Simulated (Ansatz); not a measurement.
In doubt: one-shot GW on d or f shells is unsure, so the values of those runs are not to be relied on.

Two G0W0 runs on FeAs2 (Lollingite).

The structure is orthorhombic, space group Pnnm (No. 58). Conventional cell: a = 5.301 Å, b = 5.986 Å, c = 2.882 Å, α = 90.00°, β = 90.00°, γ = 90.00°. Nearest to Fe lie 6 As at 2.36 to 2.39 Å. Nearest to As lie 3 Fe at 2.36 to 2.39 Å and 1 As at 2.49 Å. Farther neighbours are not listed.

```
Fe As
1.0
     5.30120    0.00000    0.00000
     0.00000    5.98580    0.00000
     0.00000    0.00000    2.88220
Fe As
2 4
Direct
  0.00000 0.00000 0.00000
  0.50000 0.50000 0.50000
  0.17630 0.36240 0.00000
  0.82370 0.63760 0.00000
  0.67630 0.13760 0.50000
  0.32370 0.86240 0.50000
```

The cell and positions come from the Crystallography Open Database and are kept as given unless a step says otherwise. PAW set soft_2, made with PBE.

The first (Ansatz 0.2.0; start LDA, 4×4×6 mesh, 724 empty bands, screening to 230 eV; 1 × NVIDIA H100 80GB HBM3 (shared by 6 runs) with 3 threads of AMD EPYC 7R13 (Zen 3), shared host) gave, on its mesh: starting gap 0.25 eV, G0W0 gap 0.34 eV, RPA ε∞ (mean) 31.87, 4.8 min.

Q: The second changes empty bands from 724 to 119 and screening cutoff (eV) from 230.0 to 69. What does it give?

It gave: starting gap 0.25 eV, G0W0 gap 0.51 eV, RPA ε∞ (mean) 32.26, 47 s. The G0W0 gap moves by +0.16 eV, +0.00 eV from the start and +0.16 eV from the correction.

Limits: not at the basis limit; mesh may overstate the screening; no spin polarisation; d states lean on the start; no spin-orbit coupling; coarse k mesh.

[Paths, hosts, dates, memory and timing lines, banners, echoed tables and standing remarks are left out of the program output.]

[Logs are printed without paths, hosts, clocks, repeated set-up lines and the standing remarks that a program may print on its own settings, such as how far it seeks lower states.]

[Runs of the session that timed out or met a known fault of the program may be left out.]

[Cells called generated may have been cut or substituted from an entry of the Crystallography Open Database or the Materials Project.]

[Hosts, paths, dates, database ids (printed as entryN), source tags and the programs' standing remarks are cut or masked in the printed files.]
